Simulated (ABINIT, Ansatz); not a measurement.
# Calculated records

## K2TaNbO6 (Fm-3m): one start, several treatments of the self-energy

It takes space group Fm-3m (No. 225, cubic). Conventional cell: a = 8.089 Å, b = 8.089 Å, c = 8.089 Å, α = 90.00°, β = 90.00°, γ = 90.00°. Nearest to K lie 12 O at 2.86 Å. Nearest to Ta lie 6 O at 2.01 Å. Nearest to Nb lie 6 O at 2.03 Å. Nearest to O lie 1 Ta at 2.01 Å and 1 Nb at 2.03 Å and 4 K at 2.86 Å. Farther neighbours, and contacts between anions beyond the nearest, are not listed.

| Quantity | Value |
| --- | --- |
| method | RPA screening on PBEsol, plane waves, norm-conserving pseudopotentials (and 4 further levels or steps) |
| program | ABINIT 10.8.3 |
| settings | cutoff 37 Ha, PseudoDojo scalar-relativistic 0.4.1 standard, norm-conserving, ngkpt (2, 2, 2), nband 127, ecuteps 4.2 Ha, gwcalctyp 2, nfreqre 16, nfreqim 8, inclvkb 2, freqremax 40 eV, spmeth 1, nomegasf 120, shiftk (0, 0, 0), symchi 1, awtr 1, frequency cd, 2×2×2 k-mesh |
| cost | 9 runs, 6.3 min in all on 4 MPI ranks of Intel Xeon Platinum 8488C (Sapphire Rapids), shared host |
| notes | The program’s warnings: Min real frequency set to default [Ha] = and nproc spkpt=  >= nkpt= * nsppol=. The cell and positions are those that the Materials Project relaxed with its own functionals (PBE, PBE+U or r2SCAN), kept fixed. Limits: no spin-orbit coupling. The 2×2×2 mesh is coarse for this cell, which bears on the long-range parts of exchange and screening. |
| G0W0, Godby-Needs plasmon pole | 3.032 eV |
| G0W0, Engel-Farid plasmon pole | 3.012 eV |
| G0W0, Hybertsen-Louie plasmon pole | 3.585 eV |
| one-shot COHSEX | 3.253 eV |
| one-shot Hartree-Fock | 12.236 eV |
| G0W0, contour deformation | 3.012 eV |
| known limits | short of the basis limit; no spin-orbit coupling; coarse k mesh |

G0W0, Engel-Farid plasmon pole: −0.020 eV against G0W0, Godby-Needs plasmon pole. G0W0, Hybertsen-Louie plasmon pole: +0.553 eV against G0W0, Godby-Needs plasmon pole.

[Paths, hosts, dates, memory and timing lines, banners, echoed tables and standing remarks are left out of the program output; an Ansatz launch command may be rebuilt from the run's recorded settings. Measured values are a selection of at most five: reports struck by readers or far from the other reports are left out. None is set beside runs whose start may be inverted or whose files or cutoffs have a known fault.]

[Runs of the session that timed out or met a known fault of the program may be left out.]

[Hosts, paths, dates, database ids (printed as entryN), source tags and the programs' standing remarks are cut or masked in the printed files.]

[G0W0 gaps are taken among the corrected bands and points alone; a level outside them can change the order at an edge.]

[Where Ansatz stands beside ABINIT at settings called matched, ABINIT's density can come from a denser mesh and the files from another edition; pairs whose starting gaps differed by over 0.03 eV were left out, so agreement reads better than it is.]
